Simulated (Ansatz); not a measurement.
# Tl2Se (model cell, started as antifluorite): a soft mode frozen in, part 2 of 3

Aim: this structure of Tl2Se (model cell, started as antifluorite) is to be tested for unstable modes, and one is followed downhill.

Ansatz 0.2.0; DFT PBE, scalar-relativistic, plane waves, PAW.

So far, highest frequency on the path or at a solved wavevector (cm⁻¹): step 2 (phonons on a q mesh) 103. Also lowest frequency on the path (cm⁻¹): step 2 -36.3.

The structure was built from a prototype and need not be the compound's stable phase.

## Step 4: The mode frozen in, largest atomic shift 0.32 Å

The atoms are moved along the unstable eigenvector, the largest shift by 0.32 Å, with the cell fixed.

File input.yaml:

```yaml
crystal:
  lattice:
    - [0.0, -3.7870920244, -3.7870920244]
    - [0.0, 3.7870920244, -3.7870920244]
    - [7.5741840488, 0.0, 0.0]
  atoms:
    - { symbol: Se, position: [0.5088994093, 0.4409176969, 0.5] }
    - { symbol: Se, position: [-0.0088994093, 0.0590823031, 0.0] }
    - { symbol: Tl, position: [0.0019382764, 0.5128680267, 0.75] }
    - { symbol: Tl, position: [0.4980617236, -0.0128680267, 0.25] }
    - { symbol: Tl, position: [1.0019382764, 0.5128680267, 0.25] }
    - { symbol: Tl, position: [0.4980617236, -0.0128680267, 0.75] }
kpoints:
  mp_grid: { grid: [6, 6, 4] }
hamiltonian:
  xc: pbe
scf:
  occupations: { method: gaussian, width: 0.02 }
output:
  forces: true
  stress: true
  eigenvalues: true
  write_density: true
  write_potential: true
  elf: true
  volumetric_format: npy
```

Launch:

```bash
> ansatz run input.yaml --threads 4 --pin off --max-ram 7168MiB --backend cpu --events-out ev --progress --plain --runs-dir out
```

Numbers of over 12 decimals in the logs are rounded to 6 here.

Log:

```text
[...]
Crystal: 6 atoms, lattice volume = 217.259 Å³
Basis set: ecut = 420 eV, 4209 PW (Γ), exchange–correlation on 72×72×108 points (8 copies of the dense FFT grid, shifted against one another)
Bands: 51, of which v1, the nominal top of the filled ones, is band 42 counted from 1 (41 counted from 0)
Symmetry: 4 space group operations
[...]
k-points: 60 of 144
[...]
k-point 0: bands = [... 38 lower, 4.6751, 4.7042, 4.8031, 6.1329, 6.1687, 7.3590, 7.4643, 8.1567, ... 5 higher]
  k-point 1: bands = [... 38 lower, 4.4710, 4.5793, 4.8459, 5.5981, 7.0760, 7.7663, 7.9907, 8.2187, ... 5 higher]
  k-point 2: bands = [... 38 lower, 4.1179, 4.1179, 5.2202, 5.2202, 8.3508, 8.3508, 8.4448, 8.4448, ... 5 higher]
  k-point 59: bands = [... 38 lower, 5.2647, 5.2647, 5.4203, 5.4203, 7.1746, 7.1746, 8.3620, 8.3620, ... 5 higher]
[key lines of the parts left out:]
SCF converged after 7 iterations
Free energy (F): -56716.632422 eV
Fermi energy:    6.205587 eV
P = ⅓ Tr σ = 0.0682 GPa (0.682 kbar)
```

The job ended after 10 s (4 threads of Arm Neoverse V2, shared host; peak memory 0.84 GiB; 40 s of CPU time).

Numbers from this step:

```
pressure                         : 0.06817 GPa
gap on the k-mesh                : 0 eV
energy from the undistorted cell : -3.606 meV/atom
```

The energy, extrapolated to zero smearing, is -3.61 meV/atom against the undistorted cell.

The run ends at a pressure of 0.07 GPa, with forces up to 0.096 eV/Å.

## Step 5: Energy along the mode, all amplitudes (two of the runs are shown above)

An imaginary frequency means negative curvature, so the energy should fall and then rise again as anharmonic terms take over.

This step gave:

- depth at the lowest point sampled: 3.606 meV/atom
- largest atomic shift at that point: 0.32 Å

The energy from the parent by largest atomic shift:

| largest atomic shift (Å) | energy from the parent (meV/atom) |
| --- | --- |
| 0.000 | 0 |
| 0.040 | -0.18 |
| 0.080 | -0.626 |
| 0.140 | -1.53 |
| 0.220 | -2.74 |
| 0.320 | -3.61 |
| 0.450 | -2.75 |
| 0.600 | 4.22 |

Displacement at unit largest shift by atom:

| atom | x (Å) | y (Å) | z (Å) | size |
| --- | --- | --- | --- | --- |
| Se1 | 0.00 | -0.81 | 0.59 | 1.00 |
| Se2 | 0.00 | 0.81 | -0.59 | 1.00 |
| Tl3 | 0.00 | 0.13 | -0.17 | 0.22 |
| Tl4 | 0.00 | -0.13 | 0.17 | 0.22 |
| Tl5 | 0.00 | 0.13 | -0.17 | 0.22 |
| Tl6 | 0.00 | -0.13 | 0.17 | 0.22 |

The lowest of the steps tried is at 0.32 Å, 3.61 meV/atom below the parent; the bottom of the well need not coincide with a step.

## Step 6: Relaxation from the frozen mode

Starting from the lowest point found, all atoms and the cell are let go, so that strain and other modes of the same symmetry can join in.

input.yaml, as its differences from that of step 4:

```diff
@@ -22,5 +22,6 @@
   eigenvalues: true
-  write_density: true
-  write_potential: true
-  elf: true
-  volumetric_format: npy
+relax:
+  adjacent_minimum: "off"
+  f_tol: 0.002
+  max_steps: 120
+  cell: { stress_tol: 0.03 }
```

Log:

```text
[...]
Crystal: 6 atoms, lattice volume = 217.259 Å³
Basis set: ecut = 420 eV, 4209 PW (Γ), exchange–correlation on 72×72×108 points (8 copies of the dense FFT grid, shifted against one another)
Bands: 51, of which v1, the nominal top of the filled ones, is band 42 counted from 1 (41 counted from 0)
Symmetry: 4 space group operations
[...]
k-points: 60 of 144
[...]
SCF iter   1: F=—  HF=-56716.634229 eV  |F-HF|=—  |Δ(HF+E_count)|=         —  Δρ=7.95e-4  dr2=1.49e-3  ethr=1.77e-3  ⟨swp⟩=6.4  Hψ=11347  notcnv=0
[...]
SCF iter   7: F=-56716.632422 eV  HF=-56716.632422 eV  |F-HF|=1.05e-8  |Δ(HF+E_count)|=   8.81e-9  Δρ=2.18e-6  dr2=2.23e-8  ethr=1.19e-10  ⟨swp⟩=8.3  Hψ=12689  notcnv=0
SCF 1 converged in 7 iterations: F = -56716.632422 eV  dr2 = 2.23e-8
[...]
relax step   1: F+E_penalty+E_count = -56716.63242232 eV  Δ(F+E_penalty+E_count) = +0.000e0 eV  max|allowed force component| = 7.251e-2 eV/Å  Δτ_max = 0.0000 Å  P = +0.068 GPa  Ω = 217.259 Å³  (7 SCF iters, dr2 threshold 1.00e-7 eV, accepted)
Crystal: 6 atoms, lattice volume = 217.600 Å³
Basis set: ecut = 420 eV, 4213 PW (Γ), exchange–correlation on 72×72×108 points (8 copies of the dense FFT grid, shifted against one another)
[...]
SCF iter   6: F=-56716.640917 eV  HF=-56716.640917 eV  |F-HF|=9.88e-8  |Δ(HF+E_count)|=   4.74e-8  Δρ=6.14e-6  dr2=1.38e-7  ethr=3.91e-10  ⟨swp⟩=6.1  Hψ=12628  notcnv=0
SCF 2 converged in 6 iterations: F = -56716.640917 eV  dr2 = 1.38e-7
relax step   2: F+E_penalty+E_count = -56716.64091671 eV  Δ(F+E_penalty+E_count) = -8.494e-3 eV  max|allowed force component| = 3.208e-2 eV/Å  Δτ_max = 0.0268 Å  P = -0.042 GPa  Ω = 217.600 Å³  energy of the carried Pulay correction = -5.305e-5 eV  (6 SCF iters, dr2 threshold 3.29e-7 eV, accepted)
Crystal: 6 atoms, lattice volume = 217.075 Å³
Basis set: ecut = 420 eV, 4231 PW (Γ), exchange–correlation on 72×72×108 points (8 copies of the dense FFT grid, shifted against one another)
[...]
SCF iter   7: F=-56716.649235 eV  HF=-56716.649235 eV  |F-HF|=5.23e-8  |Δ(HF+E_count)|=   5.19e-7  Δρ=2.61e-6  dr2=2.90e-8  ethr=2.16e-10  ⟨swp⟩=5.5  Hψ=11728  notcnv=0
SCF 3 converged in 7 iterations: F = -56716.649235 eV  dr2 = 2.90e-8
relax step   3: F+E_penalty+E_count = -56716.64923489 eV  Δ(F+E_penalty+E_count) = -8.318e-3 eV  max|allowed force component| = 6.120e-2 eV/Å  Δτ_max = 0.0490 Å  P = -0.062 GPa  Ω = 217.075 Å³  energy of the carried Pulay correction = +2.874e-5 eV  (7 SCF iters, dr2 threshold 1.81e-7 eV, accepted)
[... from here on, the SCF cycles and remarks between the steps are left out ...]
relax step   4: F+E_penalty+E_count = -56716.67834318 eV  Δ(F+E_penalty+E_count) = -2.911e-2 eV  max|allowed force component| = 5.514e-2 eV/Å  Δτ_max = 0.1380 Å  P = -0.025 GPa  Ω = 216.458 Å³  energy of the carried Pulay correction = +1.252e-4 eV  (7 SCF iters, dr2 threshold 2.34e-7 eV, accepted)
relax step   5: F+E_penalty+E_count = -56716.68957631 eV  Δ(F+E_penalty+E_count) = -1.123e-2 eV  max|allowed force component| = 8.944e-2 eV/Å  Δτ_max = 0.1193 Å  P = -0.068 GPa  Ω = 215.509 Å³  energy of the carried Pulay correction = +2.746e-4 eV  (7 SCF iters, dr2 threshold 1.90e-7 eV, accepted)
relax step   6: F+E_penalty+E_count = -56716.74376868 eV  Δ(F+E_penalty+E_count) = -5.419e-2 eV  max|allowed force component| = 2.621e-2 eV/Å  Δτ_max = 0.0987 Å  P = +0.345 GPa  Ω = 214.336 Å³  energy of the carried Pulay correction = +4.608e-4 eV  (7 SCF iters, dr2 threshold 5.00e-7 eV, accepted)
relax step   7: F+E_penalty+E_count = -56716.78754526 eV  Δ(F+E_penalty+E_count) = -4.378e-2 eV  max|allowed force component| = 2.846e-2 eV/Å  Δτ_max = 0.0702 Å  P = +0.287 GPa  Ω = 216.044 Å³  energy of the carried Pulay correction = +1.902e-4 eV  (7 SCF iters, dr2 threshold 6.00e-7 eV, accepted)
relax step   8: F+E_penalty+E_count = -56716.81046387 eV  Δ(F+E_penalty+E_count) = -2.292e-2 eV  max|allowed force component| = 3.996e-2 eV/Å  Δτ_max = 0.0445 Å  P = +0.088 GPa  Ω = 218.135 Å³  energy of the carried Pulay correction = -1.360e-4 eV  (6 SCF iters, dr2 threshold 6.00e-7 eV, accepted)
relax step   9: F+E_penalty+E_count = -56716.81355076 eV  Δ(F+E_penalty+E_count) = -3.087e-3 eV  max|allowed force component| = 1.393e-2 eV/Å  Δτ_max = 0.0298 Å  P = -0.025 GPa  Ω = 217.935 Å³  energy of the carried Pulay correction = -1.051e-4 eV  (7 SCF iters, dr2 threshold 1.19e-7 eV, accepted)
relax step  10: F+E_penalty+E_count = -56716.81445314 eV  Δ(F+E_penalty+E_count) = -9.024e-4 eV  max|allowed force component| = 1.263e-2 eV/Å  Δτ_max = 0.0522 Å  P = +0.061 GPa  Ω = 215.677 Å³  energy of the carried Pulay correction = +2.481e-4 eV  (8 SCF iters, dr2 threshold 1.21e-8 eV, accepted)
relax step  11: F+E_penalty+E_count = -56716.81138936 eV  Δ(F+E_penalty+E_count) = +3.064e-3 eV  max|allowed force component| = 3.375e-2 eV/Å  Δτ_max = 0.0118 Å  P = -0.224 GPa  Ω = 218.545 Å³  energy of the carried Pulay correction = -1.995e-4 eV  (7 SCF iters, dr2 threshold 2.98e-8 eV, rejected (line search))
relax step  12: F+E_penalty+E_count = -56716.81490630 eV  Δ(F+E_penalty+E_count) = -4.532e-4 eV  max|allowed force component| = 1.122e-3 eV/Å  Δτ_max = 0.0152 Å  P = +0.001 GPa  Ω = 216.411 Å³  energy of the carried Pulay correction = +1.326e-4 eV  (10 SCF iters, accepted)
relax step  13: F+E_penalty+E_count = -56716.81486345 eV  Δ(F+E_penalty+E_count) = +4.285e-5 eV  max|allowed force component| = 2.477e-3 eV/Å  Δτ_max = 0.0033 Å  P = -0.001 GPa  Ω = 216.709 Å³  energy of the carried Pulay correction = +8.597e-5 eV  (9 SCF iters, accepted)
relax step  14: F+E_penalty+E_count = -56716.81490163 eV  Δ(F+E_penalty+E_count) = -3.818e-5 eV  max|allowed force component| = 9.863e-5 eV/Å  Δτ_max = 0.0016 Å  P = -0.001 GPa  Ω = 216.554 Å³  energy of the carried Pulay correction = +1.102e-4 eV  (7 SCF iters, dr2 threshold 3.84e-10 eV, accepted)
relax step  15: F+E_penalty+E_count = -56716.83675989 eV  Δ(F+E_penalty+E_count) = -2.186e-2 eV  max|allowed force component| = 3.345e-4 eV/Å  Δτ_max = 0.0000 Å  P = +0.199 GPa  Ω = 216.554 Å³  stress off target by 5.75e-1 GPa  SCF on the basis re-selected at this cell (its energy is not comparable with the rows above)  (8 SCF iters)
relax step  16: F+E_penalty+E_count = -56716.85838697 eV  Δ(F+E_penalty+E_count) = -2.163e-2 eV  max|allowed force component| = 2.182e-2 eV/Å  Δτ_max = 0.0236 Å  P = -0.092 GPa  Ω = 221.889 Å³  energy of the carried Pulay correction = -8.174e-4 eV  (6 SCF iters, dr2 threshold 6.00e-7 eV, accepted)
relax step  17: F+E_penalty+E_count = -56716.86193256 eV  Δ(F+E_penalty+E_count) = -3.546e-3 eV  max|allowed force component| = 4.278e-2 eV/Å  Δτ_max = 0.0594 Å  P = +0.100 GPa  Ω = 221.900 Å³  energy of the carried Pulay correction = -8.191e-4 eV  (8 SCF iters, dr2 threshold 1.12e-7 eV, accepted)
relax step  18: F+E_penalty+E_count = -56716.86692486 eV  Δ(F+E_penalty+E_count) = -4.992e-3 eV  max|allowed force component| = 6.043e-3 eV/Å  Δτ_max = 0.0415 Å  P = +0.053 GPa  Ω = 223.686 Å³  energy of the carried Pulay correction = -1.085e-3 eV  (7 SCF iters, dr2 threshold 1.34e-7 eV, accepted)
relax step  19: F+E_penalty+E_count = -56716.86696681 eV  Δ(F+E_penalty+E_count) = -4.194e-5 eV  max|allowed force component| = 4.135e-3 eV/Å  Δτ_max = 0.0049 Å  P = -0.020 GPa  Ω = 224.162 Å³  energy of the carried Pulay correction = -1.155e-3 eV  (6 SCF iters, dr2 threshold 7.79e-9 eV, accepted)
relax step  20: F+E_penalty+E_count = -56716.86699706 eV  Δ(F+E_penalty+E_count) = -3.025e-5 eV  max|allowed force component| = 6.106e-4 eV/Å  Δτ_max = 0.0021 Å  P = +0.002 GPa  Ω = 224.125 Å³  energy of the carried Pulay correction = -1.150e-3 eV  (7 SCF iters, dr2 threshold 1.07e-9 eV, accepted)
Basis set: ecut = 420 eV, 4405 PW (Γ), exchange–correlation on 60×96×108 points (8 copies of the dense FFT grid, shifted against one another)
[...]
SCF iter   8: F=-56716.867874 eV  HF=-56716.867874 eV  |F-HF|=7.28e-12  |Δ(HF+E_count)|=  7.06e-10  Δρ=6.80e-8  dr2=9.94e-12  ethr=1.00e-12  ⟨swp⟩=4.0  Hψ=13926  notcnv=0
SCF 21 converged in 8 iterations: F = -56716.867874 eV  dr2 = 9.94e-12
relax step  21: F+E_penalty+E_count = -56716.86787419 eV  Δ(F+E_penalty+E_count) = -8.771e-4 eV  max|allowed force component| = 5.435e-4 eV/Å  Δτ_max = 0.0000 Å  P = -0.003 GPa  Ω = 224.125 Å³  stress off target by 5.64e-3 GPa  SCF on the basis re-selected at this cell (its energy is not comparable with the rows above)  (8 SCF iters)
[...]
SCF converged after 8 iterations
Free energy (F): -56716.867874 eV
[...]
Internal energy: -56716.867874 eV  (E = F + TS)
E sigma→0 (E₀):  -56716.867874 eV
Fermi energy:    6.084628 eV
[...]
--- Forces (eV/Å), atoms counted from 1 ---
  atom   1  Se     0.00000000    -0.00020358     0.00022983
  atom   2  Se     0.00000000     0.00020358    -0.00022983
  atom   3  Tl     0.00010402     0.00054348    -0.00053805
  atom   4  Tl     0.00010402    -0.00054348     0.00053805
  atom   5  Tl    -0.00010402     0.00054348    -0.00053805
  atom   6  Tl    -0.00010402    -0.00054348     0.00053805
  max |Σ_I F_I| component: 0.00e0 eV/Å
--- Stress (GPa, compression-positive) ---
       -0.001413       0.000000       0.000000
        0.000000      -0.005251      -0.000951
        0.000000      -0.000951      -0.003347
  P = ⅓ Tr σ = -0.0033 GPa (-0.033 kbar)
--- Band table (eV; the first three rows and the last of 60) ---
  k-point 0: bands = [... 38 lower, 4.4215, 4.8760, 4.8889, 5.5239, 6.2790, 6.7786, 9.4331, 9.4396, ... 5 higher]
  k-point 1: bands = [... 38 lower, 4.3364, 4.4112, 4.7903, 5.5415, 6.7937, 7.5523, 9.2491, 9.4301, ... 5 higher]
  k-point 2: bands = [... 38 lower, 4.5584, 4.5584, 4.8215, 4.8215, 8.1433, 8.1433, 8.9551, 8.9551, ... 5 higher]
  k-point 59: bands = [... 38 lower, 4.5856, 4.5856, 4.5979, 4.5979, 6.8804, 6.8804, 8.5799, 8.5799, ... 5 higher]
--- Relaxed structure (19 steps of the walk, 18 accepted, 2 SCFs on fresh bases) ---
  F+E_penalty+E_count = -56716.86787419 eV   max|allowed force component| = 5.435e-4 eV/Å   (the final SCF, on the basis selected at the relaxed cell)
  cell:  # Å, volume = 224.1254 Å³
    - [0.0, -3.041811, -3.040598]
    - [0.0, 4.875119, -4.873906]
    - [7.559346, 0.0, 0.0]
  atoms:
    - { symbol: Se, position: [0.499991, 0.349605, 0.5] }
    - { symbol: Se, position: [9.215073963467213e-6, 0.150395, 2.2068097876672313e-19] }
    - { symbol: Tl, position: [6.822524903860039e-5, 0.509205, 0.752817] }
    - { symbol: Tl, position: [0.499932, -0.00920526, 0.252817] }
    - { symbol: Tl, position: [1.000068, 0.509205, 0.247183] }
    - { symbol: Tl, position: [0.499932, -0.00920526, 0.747183] }
```

Run time: 3.5 min. Hardware: 4 threads; peak memory 0.93 GiB; 14 min of CPU time.

Relaxation path:

| step | energy less that of the first step (eV) | largest force component (eV/Å) | pressure (GPa) | volume (Å³) |
| --- | --- | --- | --- | --- |
| 1 | 0.0000 | 0.0725 | 0.07 | 217.26 |
| 2 | -0.0085 | 0.0321 | -0.04 | 217.60 |
| 3 | -0.0168 | 0.0612 | -0.06 | 217.07 |
| 4 | -0.0459 | 0.0551 | -0.03 | 216.46 |
| 5 | -0.0572 | 0.0894 | -0.07 | 215.51 |
| 6 | -0.1113 | 0.0262 | 0.34 | 214.34 |
| 7 | -0.1551 | 0.0285 | 0.29 | 216.04 |
| 8 | -0.1780 | 0.0400 | 0.09 | 218.13 |
| 9 | -0.1811 | 0.0139 | -0.03 | 217.94 |
| 10 | -0.1820 | 0.0126 | 0.06 | 215.68 |
| 11 | -0.1790 | 0.0337 | -0.22 | 218.54 |
| 12 | -0.1825 | 0.0011 | 0.00 | 216.41 |
| 13 | -0.1824 | 0.0025 | 0.00 | 216.71 |
| 14 | -0.1825 | 0.0001 | 0.00 | 216.55 |
| 15* | -0.2043 | 0.0003 | 0.20 | 216.55 |
| 16 | -0.2260 | 0.0218 | -0.09 | 221.89 |
| 17 | -0.2295 | 0.0428 | 0.10 | 221.90 |
| 18 | -0.2345 | 0.0060 | 0.05 | 223.69 |
| 19 | -0.2345 | 0.0041 | -0.02 | 224.16 |
| 20 | -0.2346 | 0.0006 | 0.00 | 224.13 |
| 21* | -0.2355 | 0.0005 | 0.00 | 224.13 |

Relaxation steps marked * repeat the geometry before them on a plane-wave basis chosen anew for their cell, so energy and pressure can jump there. Relaxation step 11 was tried and not accepted.

The run keeps the 4 symmetry operations that it works with, so distortions that break them were not tested.

| cell as run | before | after | change |
| --- | --- | --- | --- |
| a (Å) | 5.356 | 4.301 | -19.7 % |
| b (Å) | 5.356 | 6.894 | +28.7 % |
| c (Å) | 7.574 | 7.559 | -0.2 % |
| γ (°) | 90.00 | 90.02 | +0.0 % |
| volume (Å³/atom) | 36.21 | 37.35 | +3.2 % |

The atoms that moved most (Å, as changes of fractional coordinates times the final cell):

| atom | dx | dy | dz | length |
| --- | --- | --- | --- | --- |
| Se1 | 0.000 | -0.418 | 0.472 | 0.631 |
| Se2 | 0.000 | 0.418 | -0.472 | 0.631 |
| Tl3 | 0.021 | -0.012 | 0.024 | 0.034 |
| Tl6 | -0.021 | 0.012 | -0.024 | 0.034 |
| Tl4 | 0.021 | 0.012 | -0.024 | 0.034 |
| Tl5 | -0.021 | -0.012 | 0.024 | 0.034 |

The relaxed structure:

```cif
data_structure
_symmetry_space_group_name_H-M 'P 1'
_symmetry_Int_Tables_number 1
_cell_length_a 4.3009
_cell_length_b 6.8936
_cell_length_c 7.5593
_cell_angle_alpha 90.000
_cell_angle_beta 90.000
_cell_angle_gamma 90.019
_cell_volume 224.13
loop_
_atom_site_label
_atom_site_type_symbol
_atom_site_fract_x
_atom_site_fract_y
_atom_site_fract_z
_atom_site_occupancy
Se1 Se 0.49999 0.34960 0.50000 1
Se2 Se 0.00001 0.15040 0.00000 1
Tl3 Tl 0.00007 0.50921 0.75282 1
Tl4 Tl 0.49993 0.99079 0.25282 1
Tl5 Tl 0.00007 0.50921 0.24718 1
Tl6 Tl 0.49993 0.99079 0.74718 1
```

Numbers from this step:

- pressure: -0.003337 GPa
- gap on the k-mesh: 0.2713 eV
- volume per atom: 37.35 Å³

The distorted start has space group P2_1/m; the relaxation ends in Pmmn.

## Step 7: The new phase in its own primitive cell

The relaxed structure is symmetrised, reduced to its primitive cell and relaxed tightly, as its phonons need.

File input.yaml:

```yaml
crystal:
  lattice:
    - [4.3009125779, 0.0, 0.0]
    - [0.0, 7.5593461478, 0.0]
    - [0.0, 0.0, 6.8936015973]
  atoms:
    - { symbol: Se, position: [0.0, 0.5, 0.4003952346] }
    - { symbol: Se, position: [0.5, 0.0, 0.5996047654] }
    - { symbol: Tl, position: [0.5, 0.7528169861, 0.2407947429] }
    - { symbol: Tl, position: [0.0, 0.2528169861, 0.7592052571] }
    - { symbol: Tl, position: [0.5, 0.2471830139, 0.2407947429] }
    - { symbol: Tl, position: [0.0, 0.7471830139, 0.7592052571] }
kpoints:
  mp_grid: { grid: [8, 4, 6] }
hamiltonian:
  xc: pbe
scf:
  occupations: { method: fixed }
output:
  forces: true
  stress: true
  eigenvalues: true
relax:
  adjacent_minimum: "off"
  f_tol: 0.001
  max_steps: 60
  cell: { stress_tol: 0.01 }
```

Log:

```text
[...]
Crystal: 6 atoms, lattice volume = 224.125 Å³
Basis set: ecut = 420 eV, 4405 PW (Γ), exchange–correlation on 60×108×96 points (8 copies of the dense FFT grid, shifted against one another)
Bands: 51, of which v1, the nominal top of the filled ones, is band 42 counted from 1 (41 counted from 0)
Symmetry: 8 space group operations
[...]
k-points: 60 of 192
[...]
cell:  # Å, volume = 223.8668 Å³
    - [4.296326, 0, 0]
    - [0, 7.559869, 0]
    - [0, 0, 6.892524]
  atoms:
    - { symbol: Se, position: [0, 0.500000, 0.400481] }
    - { symbol: Se, position: [0.500000, 0, 0.599519] }
    - { symbol: Tl, position: [0.500000, 0.752892, 0.240586] }
    - { symbol: Tl, position: [0, 0.252892, 0.759414] }
    - { symbol: Tl, position: [0.500000, 0.247108, 0.240586] }
    - { symbol: Tl, position: [0, 0.747108, 0.759414] }
[key lines of the parts left out:]
SCF converged after 5 iterations
Free energy (F): -56716.868814 eV
Fermi energy:    5.961855 eV
P = ⅓ Tr σ = 0.0004 GPa (0.004 kbar)
```

Elapsed: 35 s, on 4 threads; peak memory 0.9 GiB.

Relaxation path:

| step | energy less that of the first step (eV) | largest force component (eV/Å) | pressure (GPa) | volume (Å³) |
| --- | --- | --- | --- | --- |
| 1 | 0.0000 | 0.0014 | -0.01 | 224.13 |
| 2 | 0.0000 | 0.0004 | -0.01 | 224.00 |
| 3 | -0.0001 | 0.0005 | 0.00 | 223.87 |
| 4* | 0.0000 | 0.0005 | 0.00 | 223.87 |

Relaxation steps marked * repeat the geometry before them on a plane-wave basis chosen anew for their cell, so energy and pressure can jump there.

Forces are held to the 8 operations that the run works with; a distortion that breaks them can't arise in this run.

| conventional cell, symmetrised | before | after | change |
| --- | --- | --- | --- |
| a (Å) | 4.301 | 4.296 | -0.1 % |
| b (Å) | 7.559 | 7.560 | +0.0 % |
| c (Å) | 6.894 | 6.893 | -0.0 % |
| volume (Å³/atom) | 37.35 | 37.31 | -0.1 % |

The relaxed structure:

```xyz
6
Lattice="4.2963 0.0000 0.0000 0.0000 7.5599 0.0000 0.0000 0.0000 6.8925" Properties=species:S:1:pos:R:3 pbc="T T T"
Se    0.0000    3.7799    2.7603
Se    2.1482    0.0000    4.1322
Tl    2.1482    5.6918    1.6582
Tl    0.0000    1.9118    5.2343
Tl    2.1482    1.8681    1.6582
Tl    0.0000    5.6480    5.2343
```

This step gave:

```yaml
pressure: 3.58e-4 GPa
gap_on_the_k_mesh: 0.2701 eV
volume_per_atom: 37.31 Å³
direct_gap_on_mesh: 0.6561 eV
```

The largest force component left is 0.47 meV/Å and the pressure is 0.000 GPa, within the tolerances set. The cell now holds 37.31 Å³/atom.

(Continued in part 3 of 3.)

[Logs are printed without paths, hosts, clocks, repeated set-up lines and the standing remarks that a program may print on its own settings, such as how far it seeks lower states.]

[Hosts, paths, dates, database ids (printed as entryN), source tags and the programs' standing remarks are cut or masked in the printed files.]
